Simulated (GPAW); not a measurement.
A computed N K-edge spectrum of one site in a crystal of N and Ta, with its zero at a photon energy of about 395.1 eV (raw 402.9 eV, less 7.8 eV of added terms; LDA puts this hole about 4 eV below PBE, itself good to a few eV). Method: GPAW, LDA, excited-electron core hole (neutral cell) in a small cell, dipole transitions, broadening that rises with energy, without spin-orbit coupling.

Energy from the lowest empty level; intensity scaled to a mean of 1 over the first 20 eV:

```
E (eV)  intensity
  -2.0       0.00
  -1.5       0.00
  -1.0       0.00
  -0.5       0.06
   0.0       0.50
   0.5       1.39
   1.0       1.90
   1.5       2.06
   2.0       2.31
   2.5       2.53
   3.0       2.38
   3.5       2.25
   4.0       1.99
   4.5       1.75
   5.0       1.56
   5.5       1.24
   6.0       0.83
   6.5       0.52
   7.0       0.44
   7.5       0.55
   8.0       0.70
   8.5       0.80
   9.0       0.76
   9.5       0.66
  10.0       0.71
  10.5       0.89
  11.0       0.97
  11.5       0.89
  12.0       0.73
  12.5       0.64
  13.0       0.65
  13.5       0.70
  14.0       0.71
  14.5       0.65
  15.0       0.58
  15.5       0.55
  16.0       0.56
  16.5       0.59
  17.0       0.61
  17.5       0.59
  18.0       0.54
  18.5       0.48
  19.0       0.41
  19.5       0.35
  20.0       0.32
  20.5       0.32
  21.0       0.33
  21.5       0.37
  22.0       0.40
  22.5       0.43
  23.0       0.45
  23.5       0.46
  24.0       0.47
  24.5       0.48
  25.0       0.49
  25.5       0.51
  26.0       0.53
  26.5       0.57
  27.0       0.62
  27.5       0.67
  28.0       0.73
  28.5       0.77
  29.0       0.80
  29.5       0.80
  30.0       0.77
  30.5       0.74
  31.0       0.72
  31.5       0.71
  32.0       0.73
```

Which coordination does this site have?

A K edge sees empty p states; the first features are N p mixed into the empty d states of the Ta neighbours, and the broad ones above probably into the cations' higher empty bands. It is atom 2 of TaN (P-6m2), with 6 Ta at 2.23 Å (trigonal prismatic, site symmetry -6m2). Its main maxima below 24 eV lie at 2.5 eV (2.53), 8.6 eV (0.80), 11.0 eV (0.97), 13.8 eV (0.71) and 17.0 eV (0.61). A near-edge spectrum doesn't fix the structure by itself; it is matched against candidates. The holes are only 5.8 Å apart, so the shape is probably not converged with cell size; no larger cell was run here. The mesh is coarse (0.25 Å⁻¹ between points), so small maxima may be mesh ripples. The structure is a published determination, not relaxed.

[Banner, clock and machine lines of the logs are left out without a mark of their own.]

[Logs are printed without paths, hosts, clocks, repeated set-up lines and the standing remarks that a program may print on its own settings, such as how far it seeks lower states.]

[Hosts, paths, dates, database ids (printed as entryN), source tags and the programs' standing remarks are cut or masked in the printed files.]

[Lists of maxima count a maximum above −3 eV only where it reaches 4 % of the highest in the window and stands out from its surroundings by 2 % of it (1.5 % where it reaches 55 %); shoulders and weaker maxima are passed over, and of the rest the first, up to two pre-edge ones and the few strongest are named.]
